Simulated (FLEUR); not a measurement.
# Collinear magnetic orders of VOs with FLEUR

A self-consistent run ends on one state, which hangs on the start. Several orders of VOs are started in FLEUR and their energies compared.

Calculated with FLEUR MaX-R8.1; LDA (VWN); all-electron FLAPW, Dirac cores, scalar-relativistic bands.

## (1) Set-up

It takes space group Pm-3m (No. 221, cubic). Conventional cell: a = 3.017 Å, b = 3.017 Å, c = 3.017 Å, α = 90.00°, β = 90.00°, γ = 90.00°. Nearest to V lie 8 Os at 2.61 Å. Os has 8 V at 2.61 Å nearest. Farther neighbours are not listed.

The cell comes from a database of computed structures and need not be the stable phase.

## (2) Order 1, typed as ferro ++

The parallel start comes first: it shows whether parallel moments hold.

inpgen writes inp.xml from crystal.txt; cutoffs, mixing, functional, smearing and local orbitals are then set in the file. The k list default-1 (kpts.xml, not shown) is a Γ-centred 10×10×10 mesh; where the ranks do not divide the number of points, some are split in two of half the weight.

Contents of inp.xml:

```
<?xml version="1.0" encoding="UTF-8" standalone="no"?>
<fleurInput fleurInputVersion="0.39">
   <comment>
      VOs
   </comment>
   <calculationSetup>
      <cutoffs Kmax="3.6" Gmax="10.8" GmaxXC="10.8" numbands="0"/>
      <scfLoop itmax="90" minDistance="0.00002" maxIterBroyd="15" imix="Anderson" alpha="0.05" precondParam="0.5" spinf="2.0" sdNocoIR="T"/>
      <coreElectrons ctail="T" frcor="F" kcrel="0" coretail_lmax="0"/>
      <xcFunctional name="vwn" relativisticCorrections="F"/>
      <magnetism jspins="2"/>
      <soc l_soc="F" theta="0.0" phi="0.0" spav="F"/>
      <expertModes spex="0" secvar="F"/>
      <geometryOptimization l_f="F" forcealpha="1.0" forcemix="BFGS" epsdisp="0.00001" epsforce="0.00001"/>
      <ldaU l_linMix="F" mixParam="0.05" spinf="1.0"/>
   </calculationSetup>
   <cell>
      <bzIntegration valenceElectrons="27.0" mode="hist" fermiSmearingEnergy="0.00293995">
         <kPointListSelection listName="default-1"/>
         <xi:include xmlns:xi="http://www.w3.org/2001/XInclude" href="kpts.xml"> </xi:include>
      </bzIntegration>
      <xi:include xmlns:xi="http://www.w3.org/2001/XInclude" href="sym.xml"> </xi:include>
      <bulkLattice scale="1.0">
         <bravaisMatrix>
            <row-1>    5.7004979198014096     0.0000000000000000     0.0000000000000000</row-1>
            <row-2>    0.0000000000000000     5.7004979198014096     0.0000000000000000</row-2>
            <row-3>    0.0000000000000000     0.0000000000000000     5.7004979198014096</row-3>
         </bravaisMatrix>
      </bulkLattice>
   </cell>
   <atomSpecies>
      <species name="Vanadium (1.501" element="V" atomicNumber="23">
         <mtSphere radius="2.41" gridPoints="797" logIncrement="0.015"/>
         <atomicCutoffs lmax="10" lnonsphr="8"/>
         <electronConfig flipSpins="F">
            <coreConfig>(1s1/2) (2s1/2) (2p1/2) (2p3/2)</coreConfig>
            <valenceConfig>(3s1/2) (3p1/2) (3p3/2) (4s1/2) (3d3/2) (3d5/2)</valenceConfig>
            <stateOccupation state="(3d3/2)" spinUp="0.6" spinDown="0.6"/>
            <stateOccupation state="(3d5/2)" spinUp="1.6505" spinDown="0.1495"/>
         </electronConfig>
         <energyParameters s="4" p="4" d="3" f="4"/>
         <lo type="SCLO" l="0" n="3" eDeriv="0"/>
         <lo type="SCLO" l="1" n="3" eDeriv="0"/>
      </species>
      <species name="Osmium (Os1.000" element="Os" atomicNumber="76">
         <mtSphere radius="2.41" gridPoints="797" logIncrement="0.017"/>
         <atomicCutoffs lmax="10" lnonsphr="8"/>
         <electronConfig flipSpins="F">
            <coreConfig>(1s1/2) (2s1/2) (2p1/2) (2p3/2) (3s1/2) (3p1/2) (3p3/2) (4s1/2) (3d3/2) (3d5/2) (4p1/2) (4p3/2) (5s1/2) (4d3/2) (4d5/2) (4f5/2) (4f7/2)</coreConfig>
            <valenceConfig>(5p1/2) (5p3/2) (6s1/2) (5d3/2) (5d5/2)</valenceConfig>
            <stateOccupation state="(5d3/2)" spinUp="1.2" spinDown="1.2"/>
            <stateOccupation state="(5d5/2)" spinUp="2.3" spinDown="1.3"/>
         </electronConfig>
         <energyParameters s="6" p="6" d="5" f="5"/>
         <lo type="SCLO" l="1" n="5" eDeriv="0"/>
      </species>
   </atomSpecies>
   <atomGroups>
      <atomGroup species="Vanadium (1.501">
         <relPos label="                   1">.0000000000 .0000000000 .0000000000</relPos>
         <force calculate="T" relaxXYZ="TTT"/>
      </atomGroup>
      <atomGroup species="Osmium (Os1.000">
         <relPos label="                   2">1.000/2.000 1.000/2.000 1.000/2.000</relPos>
         <force calculate="T" relaxXYZ="TTT"/>
      </atomGroup>
   </atomGroups>
   <output dos="F" band="F" slice="F">
      <bandDOS minEnergy="-.5*Htr" maxEnergy="0.5*Htr" sigma="0.015" storeEVData="T"/>
      <plotting iplot="0" polar="F">
         <plot TwoD="T" vec1="  1.0  0.0  0.0" vec2="  0.0  1.0  0.0" vec3="  0.0  0.0  1.0" zero="  0.0  0.0  0.0" file="plot"/>
      </plotting>
      <moessbauerParams electricFieldGradient="F" isomerShift="F" coreHyperfine="F" valenceHyperfine="F"/>
   </output>
</fleurInput>
```

Contents of crystal.txt:

```
VOs
&input film=F cartesian=F /
3.01657359000  0.00000000000  0.00000000000
0.00000000000  3.01657359000  0.00000000000
0.00000000000  0.00000000000  3.01657359000
1.8897261246
1.0 1.0 1.0

2
23 0.00000000000  0.00000000000  0.00000000000 : 1.501
76 0.50000000000  0.50000000000  0.50000000000 : 1.000

&kpt div1=10 div2=10 div3=10 gamma=T /
```

On the command line:

```bash
$ OMP_NUM_THREADS=1 inpgen -f crystal.txt > inpgen.log  # inp.xml is then edited as shown
$ OMP_NUM_THREADS=1 mpirun -n 2 fleur_MPI > fleur.log
```

The log of the run:

```text
Welcome to FLEUR        (www.flapw.de)
      MaX-Release 8.1          (www.max-centre.eu)

 ========== k-point set info ==========
 Selected k-point list: default-1
 k-point list type: mesh
 10 x 10 x 10
 Number of k points: 56

 ------------Calculation Setup---------------------------
 Number of MPI-tasks      :            2
 Number of PE/node        :            2
 Number of OMP-threads    :            1
 k-points in parallel     :            2
 pe's per k-point         :            1
 No of k-point loops      :           28
 Eigenvalue solver        :       lapack
 Number of basis functions:          167
 Approximate size of matrices (H+S) per k-point:         0.000 GB
 --------------------------------------------------------
 Iteration:     1   Distance:      15.69640468 me/bohr^3
 Iteration:     2   Distance:      14.69263655 me/bohr^3
 Iteration:     3   Distance:       8.05700240 me/bohr^3
 Iteration:     4   Distance:       7.69157777 me/bohr^3
 Iteration:     5   Distance:       5.63060313 me/bohr^3
 Iteration:     6   Distance:       7.99461068 me/bohr^3
 Iteration:     7   Distance:       6.91317622 me/bohr^3
 Iteration:     8   Distance:       3.63004561 me/bohr^3
 Iteration:     9   Distance:       2.38585621 me/bohr^3
 Iteration:    10   Distance:       2.19488781 me/bohr^3
[... 15 iterations left out ...]
 Iteration:    26   Distance:       0.00117809 me/bohr^3
 Iteration:    27   Distance:       0.00068706 me/bohr^3
 Iteration:    28   Distance:       0.00010067 me/bohr^3
 Iteration:    29   Distance:       0.00011802 me/bohr^3
 Iteration:    30   Distance:       0.00011675 me/bohr^3
 Iteration:    31   Distance:       0.00011274 me/bohr^3
 Iteration:    32   Distance:       0.00009573 me/bohr^3
 Iteration:    33   Distance:       0.00007617 me/bohr^3
 Iteration:    34   Distance:       0.00004282 me/bohr^3
 Iteration:    35   Distance:       0.00001929 me/bohr^3

 ********************************************************************
 Run finished successfully
 Stop message:
   all done
 ********************************************************************

--- out.xml (last complete iteration) ---
<iteration numberForCurrentRun="   35" overallNumber="   35">
         [... left out ...]
         <bandgap value="0.0454145130" units="eV"/>
         <sumValenceSingleParticleEnergies value="-10.8216582591" units="Htr"/>
         <FermiEnergy value="0.5264737004" units="Htr"/>
         <valenceDensity>
            <mtCharges spin="1">
               <mtCharge atomType="1" total="5.9408018" s="1.1713062" p="3.1985504" d="1.5343617" f="0.0289201"/>
               <mtCharge atomType="2" total="6.0237997" s="0.2326982" p="3.1547643" d="2.6112950" f="0.0209537"/>
            </mtCharges>
            <mtCharges spin="2">
               <mtCharge atomType="1" total="5.9408052" s="1.1713062" p="3.1985504" d="1.5343651" f="0.0289201"/>
               <mtCharge atomType="2" total="6.0237991" s="0.2326981" p="3.1547644" d="2.6112943" f="0.0209537"/>
            </mtCharges>
            <spinDependentCharge spin="1" total="13.4999985" interstitial="1.5353970" mtSpheres="11.9646016"/>
            <spinDependentCharge spin="2" total="13.5000015" interstitial="1.5353972" mtSpheres="11.9646043"/>
            <totalCharge value="27.0000000000"/>
         </valenceDensity>
         [... left out ...]
         <allElectronCharges>
            <spinDependentCharge spin="1" total="49.4999985" interstitial="1.5375851" mtSpheres="47.9624134"/>
            <spinDependentCharge spin="2" total="49.5000015" interstitial="1.5375853" mtSpheres="47.9624161"/>
            <totalCharge value="98.9999999765"/>
         </allElectronCharges>
         <magneticMomentsInMTSpheres units="muBohr">
            <globalMagMoment atomType="1" vec="0.00000   0.00000   0.00000"/>
            <localMagMoment atomType="1" vec="0.00000   0.00000   0.00000"/>
            <globalMagMoment atomType="2" vec="0.00000   0.00000   0.00000"/>
            <localMagMoment atomType="2" vec="0.00000   0.00000   0.00000"/>
         </magneticMomentsInMTSpheres>
         <moessbauerParams unitsHFF="kG" unitsIS="e/bohr^3" unitsEFG="Htr/bohr^2">
         </moessbauerParams>
         <totalEnergy value="   -18219.6224055953" units="Htr">
            <sumOfEigenvalues value="   -11130.9443070300">
               <coreElectrons value="-11120.1226487709"/>
               <valenceElectrons value="-10.8216582591"/>
            </sumOfEigenvalues>
            <densityCoulombPotentialIntegral value="-31195.2450436966"/>
            <densityEffectivePotentialIntegral value="-31692.5644575599"/>
            <chargeDenXCDenIntegral value="-374.7870612848"/>
            <FockExchangeEnergyValence value="0.0000000000"/>
            <FockExchangeEnergyCore value="0.0000000000"/>
            <atomTypeDependentContributions atomType="1">
               <electronNucleiInteractionDifferentMTs value="1126.5813104885"/>
               <MadelungTerm value="-10.6679600064"/>
            </atomTypeDependentContributions>
            <atomTypeDependentContributions atomType="2">
               <electronNucleiInteractionDifferentMTs value="21624.3713932621"/>
               <MadelungTerm value="-47.2123092352"/>
            </atomTypeDependentContributions>
            <tkbTimesEntropy value="0.0020825883"/>
            <freeEnergy value="-18219.6244881836"/>
            <extrapolationTo0K value="-18219.6234468895"/>
         </totalEnergy>
         <densityConvergence units="me/bohr^3">
            <chargeDensity spin="1" distance="0.0000124337"/>
            <chargeDensity spin="2" distance="0.0000086357"/>
            <overallChargeDensity distance="0.0000092871"/>
            <spinDensity distance="0.0000192897"/>
         </densityConvergence>
      </iteration>
```

Run time: 33 s. Hardware: 2 MPI ranks of Arm Neoverse V2, shared host; peak memory 0.11 GiB.

Numbers from this step:

- free energy: -495781.2392 eV
- program's band gap on this mesh (in a metal only a level spacing): 0.04541 eV
- final state: non-magnetic

After 35 cycles the seed has died away: no moment is left.

## (3) Start 2: antiferro q=(0,0,1/2) +-+-

Another pattern of signs weighs the neighbour shells otherwise.

This order needs a doubled cell of 4 atoms. The mesh is halved along the doubled vector, so that both cells sample the same points. The k list default-1 (kpts.xml, not shown) is a Γ-centred 10×10×5 mesh.

inp.xml: that of step 2 with these lines changed.

```diff
@@ -17,3 +17,3 @@
    <cell>
-      <bzIntegration valenceElectrons="27.0" mode="hist" fermiSmearingEnergy="0.00293995">
+      <bzIntegration valenceElectrons="54.0" mode="hist" fermiSmearingEnergy="0.00293995">
          <kPointListSelection listName="default-1"/>
@@ -26,3 +26,3 @@
             <row-2>    0.0000000000000000     5.7004979198014096     0.0000000000000000</row-2>
-            <row-3>    0.0000000000000000     0.0000000000000000     5.7004979198014096</row-3>
+            <row-3>    0.0000000000000000     0.0000000000000000    11.4009958396028193</row-3>
          </bravaisMatrix>
@@ -44,2 +44,15 @@
       </species>
+      <species name="Vanadium (-1.501" element="V" atomicNumber="23">
+         <mtSphere radius="2.41" gridPoints="797" logIncrement="0.015"/>
+         <atomicCutoffs lmax="10" lnonsphr="8"/>
+         <electronConfig flipSpins="F">
+            <coreConfig>(1s1/2) (2s1/2) (2p1/2) (2p3/2)</coreConfig>
+            <valenceConfig>(3s1/2) (3p1/2) (3p3/2) (4s1/2) (3d3/2) (3d5/2)</valenceConfig>
+            <stateOccupation state="(3d3/2)" spinUp="0.6" spinDown="0.6"/>
+            <stateOccupation state="(3d5/2)" spinUp="0.1495" spinDown="1.6505"/>
+         </electronConfig>
+         <energyParameters s="4" p="4" d="3" f="4"/>
+         <lo type="SCLO" l="0" n="3" eDeriv="0"/>
+         <lo type="SCLO" l="1" n="3" eDeriv="0"/>
+      </species>
       <species name="Osmium (Os1.000" element="Os" atomicNumber="76">
@@ -56,2 +69,14 @@
       </species>
+      <species name="Osmium (Os-1.000" element="Os" atomicNumber="76">
+         <mtSphere radius="2.41" gridPoints="797" logIncrement="0.017"/>
+         <atomicCutoffs lmax="10" lnonsphr="8"/>
+         <electronConfig flipSpins="F">
+            <coreConfig>(1s1/2) (2s1/2) (2p1/2) (2p3/2) (3s1/2) (3p1/2) (3p3/2) (4s1/2) (3d3/2) (3d5/2) (4p1/2) (4p3/2) (5s1/2) (4d3/2) (4d5/2) (4f5/2) (4f7/2)</coreConfig>
+            <valenceConfig>(5p1/2) (5p3/2) (6s1/2) (5d3/2) (5d5/2)</valenceConfig>
+            <stateOccupation state="(5d3/2)" spinUp="1.2" spinDown="1.2"/>
+            <stateOccupation state="(5d5/2)" spinUp="1.3" spinDown="2.3"/>
+         </electronConfig>
+         <energyParameters s="6" p="6" d="5" f="5"/>
+         <lo type="SCLO" l="1" n="5" eDeriv="0"/>
+      </species>
    </atomSpecies>
@@ -62,4 +87,12 @@
       </atomGroup>
+      <atomGroup species="Vanadium (-1.501">
+         <relPos label="                   2">.0000000000 .0000000000 1.000/2.000</relPos>
+         <force calculate="T" relaxXYZ="TTT"/>
+      </atomGroup>
       <atomGroup species="Osmium (Os1.000">
-         <relPos label="                   2">1.000/2.000 1.000/2.000 1.000/2.000</relPos>
+         <relPos label="                   3">1.000/2.000 1.000/2.000 1.000/4.000</relPos>
+         <force calculate="T" relaxXYZ="TTT"/>
+      </atomGroup>
+      <atomGroup species="Osmium (Os-1.000">
+         <relPos label="                   4">1.000/2.000 1.000/2.000 -1.000/4.000</relPos>
          <force calculate="T" relaxXYZ="TTT"/>
```

Contents of crystal.txt:

```
VOs
&input film=F cartesian=F /
3.01657359000  0.00000000000  0.00000000000
0.00000000000  3.01657359000  0.00000000000
0.00000000000  0.00000000000  6.03314718000
1.8897261246
1.0 1.0 1.0

4
23 0.00000000000  0.00000000000  0.00000000000 : 1.501
23 0.00000000000  0.00000000000  0.50000000000 : -1.501
76 0.50000000000  0.50000000000  0.25000000000 : 1.000
76 0.50000000000  0.50000000000  0.75000000000 : -1.000

&kpt div1=10 div2=10 div3=5 gamma=T /
```

The log of the run:

```text
[banner, memory and clock lines left out]
Welcome to FLEUR        (www.flapw.de)
      MaX-Release 8.1          (www.max-centre.eu)

 ========== k-point set info ==========
 Selected k-point list: default-1
 k-point list type: mesh
 0 x 0 x 0
 Number of k points: 64

 ------------Calculation Setup---------------------------
 Number of PE/node        :            2
 Number of OMP-threads    :            1
 k-points in parallel     :            2
 pe's per k-point         :            1
 No of k-point loops      :           32
 Eigenvalue solver        :       lapack
 Number of basis functions:          329
 Approximate size of matrices (H+S) per k-point:         0.003 GB
 Iteration:     1   Distance:      15.46353197 me/bohr^3
 Iteration:     2   Distance:      14.00010802 me/bohr^3
 Iteration:     3   Distance:       7.83539617 me/bohr^3
 Iteration:     4   Distance:       6.74079081 me/bohr^3
 Iteration:     5   Distance:       8.13167826 me/bohr^3
 Iteration:     6   Distance:      10.57828522 me/bohr^3
 Iteration:     7   Distance:       4.39543722 me/bohr^3
 Iteration:     8   Distance:       4.68627618 me/bohr^3
 Iteration:     9   Distance:       3.14350949 me/bohr^3
 Iteration:    10   Distance:       1.26688681 me/bohr^3
[... 12 iterations left out ...]
 Iteration:    23   Distance:       0.00069169 me/bohr^3
 Iteration:    24   Distance:       0.00055821 me/bohr^3
 Iteration:    25   Distance:       0.00024214 me/bohr^3
 Iteration:    26   Distance:       0.00013918 me/bohr^3
 Iteration:    27   Distance:       0.00007191 me/bohr^3
 Iteration:    28   Distance:       0.00006314 me/bohr^3
 Iteration:    29   Distance:       0.00004220 me/bohr^3
 Iteration:    30   Distance:       0.00003199 me/bohr^3
 Iteration:    31   Distance:       0.00002066 me/bohr^3
 Iteration:    32   Distance:       0.00000891 me/bohr^3

 ********************************************************************
 Run finished successfully
 Stop message:
   all done
 ********************************************************************

--- out.xml (last complete iteration) ---
<iteration numberForCurrentRun="   32" overallNumber="   32">
         [... left out ...]
         <bandgap value="0.0454165330" units="eV"/>
         <sumValenceSingleParticleEnergies value="-21.6433164768" units="Htr"/>
         <FermiEnergy value="0.5264737058" units="Htr"/>
         <valenceDensity>
            <mtCharges spin="1">
               <mtCharge atomType="1" total="5.9408036" s="1.1713062" p="3.1985504" d="1.5343635" f="0.0289201"/>
               <mtCharge atomType="2" total="5.9408033" s="1.1713062" p="3.1985504" d="1.5343631" f="0.0289201"/>
               <mtCharge atomType="3" total="6.0237995" s="0.2326982" p="3.1547643" d="2.6112947" f="0.0209537"/>
               <mtCharge atomType="4" total="6.0237995" s="0.2326982" p="3.1547643" d="2.6112947" f="0.0209537"/>
            </mtCharges>
            <mtCharges spin="2">
               <mtCharge atomType="1" total="5.9408033" s="1.1713062" p="3.1985504" d="1.5343631" f="0.0289201"/>
               <mtCharge atomType="2" total="5.9408036" s="1.1713062" p="3.1985504" d="1.5343634" f="0.0289201"/>
               <mtCharge atomType="3" total="6.0237994" s="0.2326982" p="3.1547643" d="2.6112946" f="0.0209537"/>
               <mtCharge atomType="4" total="6.0237996" s="0.2326982" p="3.1547643" d="2.6112948" f="0.0209537"/>
            </mtCharges>
            <spinDependentCharge spin="1" total="27.0000000" interstitial="3.0707942" mtSpheres="23.9292058"/>
            <spinDependentCharge spin="2" total="27.0000000" interstitial="3.0707942" mtSpheres="23.9292058"/>
            <totalCharge value="54.0000000000"/>
         </valenceDensity>
         [... left out ...]
         <magneticMomentsInMTSpheres units="muBohr">
            <globalMagMoment atomType="1" vec="0.00000   0.00000   0.00000"/>
            <localMagMoment atomType="1" vec="0.00000   0.00000   0.00000"/>
            <globalMagMoment atomType="2" vec="0.00000   0.00000   0.00000"/>
            <localMagMoment atomType="2" vec="0.00000   0.00000   0.00000"/>
            <globalMagMoment atomType="3" vec="0.00000   0.00000   0.00000"/>
            <localMagMoment atomType="3" vec="0.00000   0.00000   0.00000"/>
            <globalMagMoment atomType="4" vec="0.00000   0.00000   0.00000"/>
            <localMagMoment atomType="4" vec="0.00000   0.00000   0.00000"/>
         </magneticMomentsInMTSpheres>
         [... left out ...]
         <totalEnergy value="   -36439.2448111912" units="Htr">
            <sumOfEigenvalues value="   -22261.8886206218">
               <coreElectrons value="-22240.2453041449"/>
               <valenceElectrons value="-21.6433164768"/>
            </sumOfEigenvalues>
            <densityCoulombPotentialIntegral value="-62390.4900878809"/>
            <densityEffectivePotentialIntegral value="-63385.1289153314"/>
            <chargeDenXCDenIntegral value="-749.5741223621"/>
            <FockExchangeEnergyValence value="0.0000000000"/>
            <FockExchangeEnergyCore value="0.0000000000"/>
         [... left out ...]
            <tkbTimesEntropy value="0.0041651763"/>
            <freeEnergy value="-36439.2489763675"/>
            <extrapolationTo0K value="-36439.2468937793"/>
         </totalEnergy>
         <densityConvergence units="me/bohr^3">
            <chargeDensity spin="1" distance="0.0000053089"/>
            <chargeDensity spin="2" distance="0.0000048264"/>
            <overallChargeDensity distance="0.0000089114"/>
            <spinDensity distance="0.0000048521"/>
         </densityConvergence>
      </iteration>
```

It took 3.3 min on 2 MPI ranks; peak memory 0.23 GiB.

The spin moment in the muffin-tin sphere vanishes on all atoms.

This step gave:

- free energy: -991562.4784 eV
- program's band gap on this mesh (in a metal only a level spacing): 0.04542 eV
- final state: non-magnetic

It ends in the same state without moments as the first start; the 2.1e-6 meV a seeded atom between them is numerical noise.

(Continued in part 2 of 2.)

[Logs and program files are shortened in this print: banners, set-up blocks, solver, clock and traceback lines can be left out without a mark of their own.]

[Logs are printed without paths, hosts, clocks, repeated set-up lines and the standing remarks that a program may print on its own settings, such as how far it seeks lower states.]

[Hosts, paths, dates, database ids (printed as entryN), source tags and the programs' standing remarks are cut or masked in the printed files.]

[Where a cell is said to come from a database of computed structures, the database is the Materials Project.]
